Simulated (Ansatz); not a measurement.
# Mg on Cu(111): change of the work function

Wanted: Δφ(θ) for Mg/Cu(111), starting from the fcc site.

Program: Ansatz 0.2.0. Level of theory: plane-wave DFT, PBE, Ansatz PAW. Values are calculated unless marked as measured.

The raw output is cut from this account; settings, times and results stay.

**1. The system as given**

The cell holds 4 atoms: 4 Cu. Cell: a = 2.553 Å, b = 2.553 Å, c = 24.253 Å, α = 90.0°, β = 90.0°, γ = 60.0°. Vacuum lies along c.

**2. The clean slab**

The bare slab comes first, as the zero from which every change is counted. The two lowest layers are held at bulk places and the upper ones relax. The dipole correction removes the false field that a one-sided slab makes across the periodic vacuum, so each face gets a flat vacuum level of its own.

The input, input.yaml:

```yaml
crystal:
  lattice:
    - [2.5526554801, 0.0, 0.0]
    - [1.27632774, 2.2106644929, 0.0]
    - [0.0, 0.0, 24.2527034153]
  atoms:
    - { symbol: Cu, position: [0.0, 0.0, 0.3710926508] }
    - { symbol: Cu, position: [0.3333333333, 0.3333333333, 0.4570308836] }
    - { symbol: Cu, position: [0.6666666667, 0.6666666667, 0.5429691164] }
    - { symbol: Cu, position: [0.0, 0.0, 0.6289073492] }
kpoints:
  mp_grid: { grid: [12, 12, 1] }
hamiltonian:
  xc: pbe
scf:
  occupations: { method: fermi_dirac, width: 0.1 }
  convergence: { dr2_threshold: 1.0e-08 }
efield:
  axis: 3
  dipole_correction: true
  ramp_position: 0.97
  ramp_width: 0.06
relax:
  f_tol: 0.02
  max_steps: 60
  constraints: [{ sites: [0, 1] }]
output:
  write_potential: true
  write_density: true
  volumetric_format: npy
```

On the command line:

```sh
$ ansatz run input.yaml --threads 4 --pin off --max-ram 16384MiB --backend cpu --events-out ev --progress --plain --runs-dir out
```

The job ended after 3.9 s (4 threads of Arm Neoverse V2, shared host; peak memory 0.47 GiB).

Hardly anything moved in the relaxation; the energy changed by under 0.2 meV an atom.

This step gave:

```yaml
energy_at_zero_smearing: -26499.7681 eV
work_function_upper_face: 4.786 eV
dipole_along_the_normal: -1.78e-6 e·Å
```

Running mean over 2.084 Å of the planar mean; the ramp of the sawtooth is left out. Table of electron's electrostatic potential energy less the Fermi level by z:

```
z (Å)  electron's electrostatic potential energy less the Fermi level (eV)
  3.0                                                                 4.79
  3.5                                                                 4.79
  4.0                                                                 4.79
  4.5                                                                 4.78
  5.0                                                                 4.78
  5.5                                                                 4.77
  6.0                                                                 4.73
  6.5                                                                 4.60
  7.0                                                                 4.11
  7.5                                                                 2.00
  8.0                                                                -2.75
  8.5                                                                -7.12
  9.0                                                                -8.54
  9.5                                                                -8.74
 10.0                                                                -8.78
 10.5                                                                -8.81
 11.0                                                                -8.83
 11.5                                                                -8.82
 12.0                                                                -8.81
 12.5                                                                -8.81
 13.0                                                                -8.82
 13.5                                                                -8.82
 14.0                                                                -8.79
 14.5                                                                -8.76
 15.0                                                                -8.69
 15.5                                                                -8.16
 16.0                                                                -5.25
 16.5                                                               -0.203
 17.0                                                                 3.41
 17.5                                                                 4.43
 18.0                                                                 4.68
 18.5                                                                 4.76
 19.0                                                                 4.78
 19.5                                                                 4.78
 20.0                                                                 4.79
 20.5                                                                 4.79
 21.0                                                                 4.79
```

The work function of the upper face is 4.79 eV.

**3. The covered slab, k-mesh 4×4×1, coverage 0.111 ML**

System of this step: Mg/Cu(111). The cell holds 37 atoms: 36 Cu and 1 Mg. Cell: a = 7.658 Å, b = 7.658 Å, c = 26.647 Å, α = 90.0°, β = 90.0°, γ = 60.0°. Vacuum lies along c.

The clean slab as it ended is repeated in the plane and the adsorbate is set on one face; the cell's size fixes the coverage, and the k-mesh shrinks with it to keep the sampling density about even. Adsorbate and upper layers relax, since the dipole depends on the height.

The input, input.yaml:

```yaml
crystal:
  lattice:
    - [7.6579664403, 1.0e-10, 0.0]
    - [3.8289832201, 6.6319934787, 0.0]
    - [0.0, 0.0, 26.6474403421]
  atoms:
    - { symbol: Cu, position: [0.0, 0.0, 0.3377435087] }
    - { symbol: Cu, position: [0.1111111111, 0.1111111111, 0.4159586936] }
    - { symbol: Cu, position: [0.2222222222, 0.2222222222, 0.4941738784] }
    - { symbol: Cu, position: [0.0, 0.0, 0.5723890633] }
    - { symbol: Cu, position: [0.0, 0.3333333333, 0.3377435087] }
    - { symbol: Cu, position: [0.1111111111, 0.4444444444, 0.4159586936] }
    - { symbol: Cu, position: [0.2222222222, 0.5555555556, 0.4941738784] }
    - { symbol: Cu, position: [0.0, 0.3333333333, 0.5723890633] }
    - { symbol: Cu, position: [0.0, 0.6666666667, 0.3377435087] }
    - { symbol: Cu, position: [0.1111111111, 0.7777777778, 0.4159586936] }
    - { symbol: Cu, position: [0.2222222222, 0.8888888889, 0.4941738784] }
    - { symbol: Cu, position: [0.0, 0.6666666667, 0.5723890633] }
    - { symbol: Cu, position: [0.3333333333, 0.0, 0.3377435087] }
    - { symbol: Cu, position: [0.4444444444, 0.1111111111, 0.4159586936] }
    - { symbol: Cu, position: [0.5555555556, 0.2222222222, 0.4941738784] }
    - { symbol: Cu, position: [0.3333333333, 0.0, 0.5723890633] }
    - { symbol: Cu, position: [0.3333333333, 0.3333333333, 0.3377435087] }
    - { symbol: Cu, position: [0.4444444444, 0.4444444444, 0.4159586936] }
    - { symbol: Cu, position: [0.5555555556, 0.5555555556, 0.4941738784] }
    - { symbol: Cu, position: [0.3333333333, 0.3333333333, 0.5723890633] }
    - { symbol: Cu, position: [0.3333333333, 0.6666666667, 0.3377435087] }
    - { symbol: Cu, position: [0.4444444444, 0.7777777778, 0.4159586936] }
    - { symbol: Cu, position: [0.5555555556, 0.8888888889, 0.4941738784] }
    - { symbol: Cu, position: [0.3333333333, 0.6666666667, 0.5723890633] }
    - { symbol: Cu, position: [0.6666666667, 0.0, 0.3377435087] }
    - { symbol: Cu, position: [0.7777777778, 0.1111111111, 0.4159586936] }
    - { symbol: Cu, position: [0.8888888889, 0.2222222222, 0.4941738784] }
    - { symbol: Cu, position: [0.6666666667, 0.0, 0.5723890633] }
    - { symbol: Cu, position: [0.6666666667, 0.3333333333, 0.3377435087] }
    - { symbol: Cu, position: [0.7777777778, 0.4444444444, 0.4159586936] }
    - { symbol: Cu, position: [0.8888888889, 0.5555555556, 0.4941738784] }
    - { symbol: Cu, position: [0.6666666667, 0.3333333333, 0.5723890633] }
    - { symbol: Cu, position: [0.6666666667, 0.6666666667, 0.3377435087] }
    - { symbol: Cu, position: [0.7777777778, 0.7777777778, 0.4159586936] }
    - { symbol: Cu, position: [0.8888888889, 0.8888888889, 0.4941738784] }
    - { symbol: Cu, position: [0.6666666667, 0.6666666667, 0.5723890633] }
    - { symbol: Mg, position: [0.1111111111, 0.1111111111, 0.6622564913] }
kpoints:
  mp_grid: { grid: [4, 4, 1] }
hamiltonian:
  xc: pbe
scf:
  occupations: { method: fermi_dirac, width: 0.1 }
  convergence: { dr2_threshold: 1.0e-08 }
efield:
  axis: 3
  dipole_correction: true
  ramp_position: 0.97
  ramp_width: 0.06
relax:
  f_tol: 0.02
  max_steps: 60
  constraints:
    - { sites: [0, 1, 4, 5, 8, 9, 12, 13, 16, 17, 20, 21, 24, 25, 28, 29, 32, 33] }
output:
  write_potential: true
  write_density: true
  volumetric_format: npy
```

Wall time 12 min (4 threads); peak memory 9.7 GiB; 37 min of CPU time.

Step by step:

```
step  energy less that of the first step (eV)  largest force component (eV/Å)
   1                                   0.0000                          0.7713
   2                                  -0.0914                          0.4631
   3                                  -0.1213                          0.2602
   4                                  -0.1148                          0.1412
   5                                  -0.1278                          0.1140
   6                                  -0.1295                          0.0021
```

Relaxation step 4 was tried and not accepted.

The run keeps the 6 symmetry operations that the program found, so distortions that break them were not tested.

The atoms that moved most (Å):

```
atom      dx      dy      dz  length
Mg37   0.000   0.000  -0.306   0.306
Cu16   0.017  -0.010  -0.027   0.033
 Cu4  -0.017  -0.010  -0.027   0.033
 Cu8   0.000   0.019  -0.027   0.033
Cu32   0.005  -0.003   0.025   0.026
Cu20  -0.005  -0.003   0.025   0.026
Cu24   0.000   0.006   0.025   0.026
Cu11   0.000  -0.001  -0.014   0.014
```

The relaxed structure:

```cif
data_structure
_symmetry_space_group_name_H-M 'P 1'
_symmetry_Int_Tables_number 1
_cell_length_a 7.6580
_cell_length_b 7.6580
_cell_length_c 26.6474
_cell_angle_alpha 90.000
_cell_angle_beta 90.000
_cell_angle_gamma 60.000
_cell_volume 1353.36
loop_
_atom_site_label
_atom_site_type_symbol
_atom_site_fract_x
_atom_site_fract_y
_atom_site_fract_z
_atom_site_occupancy
Cu1 Cu 0.00000 0.00000 0.33774 1
Cu2 Cu 0.11111 0.11111 0.41596 1
Cu3 Cu 0.22231 0.22231 0.49367 1
Cu4 Cu 0.99854 0.99854 0.57139 1
Cu5 Cu 0.00000 0.33333 0.33774 1
Cu6 Cu 0.11111 0.44444 0.41596 1
Cu7 Cu 0.22263 0.55535 0.49461 1
Cu8 Cu 0.99854 0.33624 0.57139 1
Cu9 Cu 0.00000 0.66667 0.33774 1
Cu10 Cu 0.11111 0.77778 0.41596 1
Cu11 Cu 0.22231 0.88872 0.49367 1
Cu12 Cu 0.99969 0.66682 0.57229 1
Cu13 Cu 0.33333 0.00000 0.33774 1
Cu14 Cu 0.44444 0.11111 0.41596 1
Cu15 Cu 0.55535 0.22263 0.49461 1
Cu16 Cu 0.33624 0.99854 0.57139 1
Cu17 Cu 0.33333 0.33333 0.33774 1
Cu18 Cu 0.44444 0.44444 0.41596 1
Cu19 Cu 0.55535 0.55535 0.49461 1
Cu20 Cu 0.33292 0.33292 0.57334 1
Cu21 Cu 0.33333 0.66667 0.33774 1
Cu22 Cu 0.44444 0.77778 0.41596 1
Cu23 Cu 0.55579 0.88877 0.49379 1
Cu24 Cu 0.33292 0.66750 0.57334 1
Cu25 Cu 0.66667 0.00000 0.33774 1
Cu26 Cu 0.77778 0.11111 0.41596 1
Cu27 Cu 0.88872 0.22231 0.49367 1
Cu28 Cu 0.66682 0.99969 0.57229 1
Cu29 Cu 0.66667 0.33333 0.33774 1
Cu30 Cu 0.77778 0.44444 0.41596 1
Cu31 Cu 0.88877 0.55579 0.49379 1
Cu32 Cu 0.66750 0.33292 0.57334 1
Cu33 Cu 0.66667 0.66667 0.33774 1
Cu34 Cu 0.77778 0.77778 0.41596 1
Cu35 Cu 0.88877 0.88877 0.49379 1
Cu36 Cu 0.66682 0.66682 0.57229 1
Mg37 Mg 0.11111 0.11111 0.65077 1
```

Read from the output:

```
energy at zero smearing        : -240421.7212 eV
work function, upper face      : 3.458 eV
work function, lower face      : 4.819 eV
dipole along the normal        : 0.3820 e·Å
step between the vacuum levels : -1.361 eV
```

Running mean over 2.084 Å of the planar mean; the ramp of the sawtooth is left out. Table of electron's electrostatic potential energy less the Fermi level by z:

```
z (Å)  electron's electrostatic potential energy less the Fermi level (eV)
    4                                                                 4.82
    5                                                                 4.81
    6                                                                 4.76
    7                                                                 4.12
    8                                                                -2.75
    9                                                                -8.56
   10                                                                -8.80
   11                                                                -8.84
   12                                                                -8.86
   13                                                                -8.84
   14                                                                -8.80
   15                                                                -8.75
   16                                                                -5.81
   17                                                                 1.45
   18                                                                 2.34
   19                                                                 3.20
   20                                                                 3.42
   21                                                                 3.45
   22                                                                 3.46
   23                                                                 3.46
```

The relaxation took 6 steps and lowered the energy by 0.13 eV; the largest force on the free atoms ends at 0.0021 eV/Å.

The covered face has 3.46 eV, -1.33 eV against the clean one; the bare back face has moved by +0.03 eV, a measure of how thin the slab is.

(Continued in part 2 of 2.)

[Long decimals in the printed logs are rounded to 6 places.]

[Logs are printed without paths, hosts, clocks, repeated set-up lines and the standing remarks that a program may print on its own settings, such as how far it seeks lower states.]

[Hosts, paths, dates, database ids (printed as entryN), source tags and the programs' standing remarks are cut or masked in the printed files.]

[Maps of the electrostatic potential energy from Ansatz leave out the sawtooth potential of an applied field or a dipole correction, so their vacuum need not be flat; planar profiles and work functions include it.]
